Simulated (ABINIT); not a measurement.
# MgS (Niningerite): G0W0 in ABINIT against the wavefunction cutoff in GW

Wanted: the cheapest wavefunction cutoff in GW that holds the gap of MgS (Niningerite).

Program: ABINIT 10.8.3. Level of theory: LDA and many-body steps on it, plane waves. Results are calculated unless marked as measured.

Most raw output is cut from this account.

## Step 1: The starting structure

The structure is cubic, space group Fm-3m (No. 225). The conventional cell has a = 5.203 Å, b = 5.203 Å, c = 5.203 Å, α = 90.00°, β = 90.00°, γ = 90.00°. Nearest to Mg lie 6 S at 2.60 Å. S has 6 Mg at 2.60 Å nearest. Farther neighbours and most contacts between anions are not listed.

The cell and positions come from the Crystallography Open Database and are kept as given unless a step says otherwise.

## Step 2: Screening, 4×4×4 mesh, 34 bands, screening to 130.6 eV

This step: ABINIT 10.8.3; RPA screening on LDA, plane waves, norm-conserving pseudopotentials.

The RPA dielectric matrix is built and inverted for each q.

run.abi

```
acell 3*1.0 Angstrom
rprim 
  0.000000000000 2.601650000000 2.601650000000
  2.601650000000 0.000000000000 2.601650000000
  2.601650000000 2.601650000000 0.000000000000
ntypat 2
znucl 12 16
natom 2
typat 1 2
xred 
  0.000000000000 0.000000000000 0.000000000000
  0.500000000000 0.500000000000 0.500000000000
pp_dirpath "pseudos"
pseudos "Mg.upf, S.upf"
ecut 38
ngkpt 4 4 4
nshiftk 1
shiftk 0 0 0
kptopt 1
chksymbreak 0
istwfk *1
occopt 1
irdwfk 1
optdriver 3
nband 34
ecuteps 4.8
inclvkb 2
awtr 1
symchi 1
ecutwfn 11.4
indata_prefix "in"
outdata_prefix "out"
tmpdata_prefix "tmp"
```

Run with:

```sh
> OMP_NUM_THREADS=1 mpirun -n 4 abinit run.abi > log
```

It took 6.7 s on 4 MPI ranks of Arm Neoverse N1, shared host; peak memory 0.28 GiB; 20 s of CPU time.

This step gave:

* ε∞ with local fields, on this mesh, along the program's q direction: 6.606
* the same without local fields: 7.619
* plasma frequency: 24.69 eV
* plane waves in the screening matrix: 113

Local fields lower ε∞ by 13 %. On a Γ-centred mesh this coarse the value itself is usually too large, while a short band sum pulls it down.

## Step 3: 11.4 Ha

This step: G0W0 on LDA, plane waves, norm-conserving pseudopotentials.

Changes to run.abi since step 2:

```diff
@@ -23,8 +23,17 @@
 irdwfk 1
-optdriver 3
+optdriver 4
 nband 34
+gwcalctyp 0
+ecutsigx 11.4
+symsigma 1
+nkptgw 2
+kptgw 
+  0.0000000000 0.0000000000 0.0000000000
+  0.5000000000 0.5000000000 0.0000000000
+bdgw 
+  6 12
+  7 10
 ecuteps 4.8
-inclvkb 2
-awtr 1
-symchi 1
+irdscr 1
+ppmodel 1
 ecutwfn 11.4
```

Wall time 5.9 s (4 MPI ranks); peak memory 0.21 GiB; 14 s of CPU time.

Numbers from this step:

* G0W0 gap on the points computed: 4.474 eV
* starting gap on the mesh: 2.559 eV
* k of the valence top: 0, 0, 0
* k of the conduction bottom: 0.5, 0.5, 0
* Z at the valence top: 0.784
* Z at the conduction bottom: 0.819
* least direct G0W0 gap on the computed points: 5.215 eV

## Step 4: Screening, 4×4×4 mesh, 34 bands, screening to 130.6 eV

This step: RPA screening on LDA, plane waves, norm-conserving pseudopotentials.

Changes to run.abi since step 3:

```diff
@@ -23,18 +23,9 @@
 irdwfk 1
-optdriver 4
+optdriver 3
 nband 34
-gwcalctyp 0
-ecutsigx 11.4
-symsigma 1
-nkptgw 2
-kptgw 
-  0.0000000000 0.0000000000 0.0000000000
-  0.5000000000 0.5000000000 0.0000000000
-bdgw 
-  6 12
-  7 10
 ecuteps 4.8
-irdscr 1
-ppmodel 1
-ecutwfn 11.4
+inclvkb 2
+awtr 1
+symchi 1
+ecutwfn 19
 indata_prefix "in"
```

Run time: 7.4 s. Hardware: 4 MPI ranks; peak memory 0.31 GiB.

This step gave:

```yaml
eps_infinity_with_local_fields_on_this_mesh_along_the_program_s_q_direction: 6.558
the_same_without_local_fields: 7.558
plasma_frequency: 24.99 eV
plane_waves_in_the_screening_matrix: 113
```

## Step 5: 19 Ha

The self-energy is evaluated for the states that the input lists, and the levels follow from it, in one-shot runs by the linearised quasiparticle equation.

This step: G0W0 on LDA, plane waves, norm-conserving pseudopotentials.

Changes to run.abi since step 4:

```diff
@@ -23,8 +23,17 @@
 irdwfk 1
-optdriver 3
+optdriver 4
 nband 34
+gwcalctyp 0
+ecutsigx 19
+symsigma 1
+nkptgw 2
+kptgw 
+  0.0000000000 0.0000000000 0.0000000000
+  0.5000000000 0.5000000000 0.0000000000
+bdgw 
+  6 12
+  7 10
 ecuteps 4.8
-inclvkb 2
-awtr 1
-symchi 1
+irdscr 1
+ppmodel 1
 ecutwfn 19
```

Wall time 5.8 s (4 MPI ranks); peak memory 0.23 GiB; 14 s of CPU time.

This step gave:

* G0W0 gap on the points computed: 4.339 eV
* starting gap on the mesh: 2.559 eV
* k of the valence top: 0, 0, 0
* k of the conduction bottom: 0.5, 0.5, 0
* Z at the valence top: 0.784
* Z at the conduction bottom: 0.818
* least direct G0W0 gap on the computed points: 5.129 eV

The gap on the mesh goes from 2.56 eV to 4.34 eV, a correction of +1.78 eV.

## Step 6: Screening, 4×4×4 mesh, 34 bands, screening to 130.6 eV

This step: RPA screening on LDA, plane waves, norm-conserving pseudopotentials.

Changes to run.abi since step 5:

```diff
@@ -23,18 +23,9 @@
 irdwfk 1
-optdriver 4
+optdriver 3
 nband 34
-gwcalctyp 0
-ecutsigx 19
-symsigma 1
-nkptgw 2
-kptgw 
-  0.0000000000 0.0000000000 0.0000000000
-  0.5000000000 0.5000000000 0.0000000000
-bdgw 
-  6 12
-  7 10
 ecuteps 4.8
-irdscr 1
-ppmodel 1
-ecutwfn 19
+inclvkb 2
+awtr 1
+symchi 1
+ecutwfn 28.5
 indata_prefix "in"
```

Wall time 11 s (4 MPI ranks); peak memory 0.39 GiB.

Numbers from this step:

```
ε∞ with local fields, on this mesh, along the program's q direction : 6.543
the same without local fields                                       : 7.543
plasma frequency                                                    : 25.03 eV
plane waves in the screening matrix                                 : 113
```

## Step 7: 28.5 Ha

This step: G0W0 on LDA, plane waves, norm-conserving pseudopotentials.

Changes to run.abi since step 6:

```diff
@@ -23,8 +23,17 @@
 irdwfk 1
-optdriver 3
+optdriver 4
 nband 34
+gwcalctyp 0
+ecutsigx 28.5
+symsigma 1
+nkptgw 2
+kptgw 
+  0.0000000000 0.0000000000 0.0000000000
+  0.5000000000 0.5000000000 0.0000000000
+bdgw 
+  6 12
+  7 10
 ecuteps 4.8
-inclvkb 2
-awtr 1
-symchi 1
+irdscr 1
+ppmodel 1
 ecutwfn 28.5
```

Wall time 8.1 s (4 MPI ranks); peak memory 0.36 GiB.

Numbers from this step:

* G0W0 gap on the points computed: 4.290 eV
* starting gap on the mesh: 2.559 eV
* k of the valence top: 0, 0, 0
* k of the conduction bottom: 0.5, 0.5, 0
* least direct G0W0 gap on the computed points: 5.1 eV

Against the run before, the gap moves by −0.049 eV.

## Step 8: Screening, 4×4×4 mesh, 34 bands, screening to 130.6 eV

This step: RPA screening on LDA, plane waves, norm-conserving pseudopotentials.

Changes to run.abi since step 7:

```diff
@@ -23,18 +23,8 @@
 irdwfk 1
-optdriver 4
+optdriver 3
 nband 34
-gwcalctyp 0
-ecutsigx 28.5
-symsigma 1
-nkptgw 2
-kptgw 
-  0.0000000000 0.0000000000 0.0000000000
-  0.5000000000 0.5000000000 0.0000000000
-bdgw 
-  6 12
-  7 10
 ecuteps 4.8
-irdscr 1
-ppmodel 1
-ecutwfn 28.5
+inclvkb 2
+awtr 1
+symchi 1
 indata_prefix "in"
```

Elapsed: 14 s, on 4 MPI ranks; peak memory 0.44 GiB.

Numbers from this step:

| Item | Value |
| --- | --- |
| ε∞ with local fields, on this mesh, along the program's q direction | 6.541 |
| the same without local fields | 7.541 |
| plasma frequency | 25.03 eV |
| plane waves in the screening matrix | 113 |

## Step 9: 38 Ha

This step: G0W0 on LDA, plane waves, norm-conserving pseudopotentials.

Changes to run.abi since step 8:

```diff
@@ -23,8 +23,17 @@
 irdwfk 1
-optdriver 3
+optdriver 4
 nband 34
+gwcalctyp 0
+ecutsigx 38
+symsigma 1
+nkptgw 2
+kptgw 
+  0.0000000000 0.0000000000 0.0000000000
+  0.5000000000 0.5000000000 0.0000000000
+bdgw 
+  6 12
+  7 10
 ecuteps 4.8
-inclvkb 2
-awtr 1
-symchi 1
+irdscr 1
+ppmodel 1
 indata_prefix "in"
```

It took 7 s on 4 MPI ranks; peak memory 0.44 GiB.

Numbers from this step:

- G0W0 gap on the points computed: 4.284 eV
- starting gap on the mesh: 2.559 eV
- k of the valence top: 0, 0, 0
- k of the conduction bottom: 0.5, 0.5, 0
- least direct G0W0 gap on the computed points: 5.097 eV

Against the run before, the gap moves by −0.006 eV.

## Step 10: Side by side

Times are wall times on 4 MPI ranks of Arm Neoverse N1, shared host. The host was busy with other work, so they are no guide to cost. A run's time includes the screening step that it read.

| run | mesh | bands | screening cutoff (eV) | DFT gap (eV) | gap on the mesh (eV) | direct (eV) | ε∞ used | time |
| --- | --- | --- | --- | --- | --- | --- | --- | --- |
| 11.4 Ha | 4×4×4 | 34 | 130.6 | 2.559 | 4.474 | 5.215 | 6.61 | 13 s |
| 19 Ha | 4×4×4 | 34 | 130.6 | 2.559 | 4.339 | 5.129 | 6.56 | 13 s |
| 28.5 Ha | 4×4×4 | 34 | 130.6 | 2.559 | 4.290 | 5.100 | 6.54 | 19 s |
| 38 Ha | 4×4×4 | 34 | 130.6 | 2.559 | 4.284 | 5.097 | 6.54 | 21 s |

## Step 11: Summary of results

```json
{"11.4 Ha": "4.474 eV", "19 Ha": "4.339 eV", "28.5 Ha": "4.290 eV", "38 Ha": "4.284 eV", "known limits": "not at the basis limit; coarse k mesh"}
```

What this shows: The setting moved: wavefunction cutoff in GW. From 11.4 Ha to 38 Ha the gap moves by −0.19 eV. It holds to 0.03 eV from 28.5 Ha on. Bands and screening cutoff are coupled, so a series along one setting does not show full convergence. The exchange cutoff follows the wavefunction cutoff here. Bands and cutoff are finite, so the gap is not at the basis limit. The miss can reach some tenths of an eV and take either sign; the mesh is an error of its own. In the G0W0 runs levels were corrected at 2 k points alone, so a gap called «on the mesh» is the least over those, and an edge elsewhere would be missed. The 4×4×4 mesh is coarse for this cell, which bears on the long-range parts of exchange and screening.

[Paths, hosts, dates, memory and timing lines, banners, echoed tables and standing remarks are left out of the program output.]

[Logs are printed without paths, hosts, clocks, repeated set-up lines and the standing remarks that a program may print on its own settings, such as how far it seeks lower states.]

[Runs of the session that timed out or met a known fault of the program may be left out.]

[Hosts, paths, dates, database ids (printed as entryN), source tags and the programs' standing remarks are cut or masked in the printed files.]

[G0W0 gaps are taken among the corrected bands and points alone; a level outside them can change the order at an edge.]

[Where Ansatz stands beside ABINIT at settings called matched, ABINIT's density can come from a denser mesh and the files from another edition; pairs whose starting gaps differed by over 0.03 eV were left out, so agreement reads better than it is.]
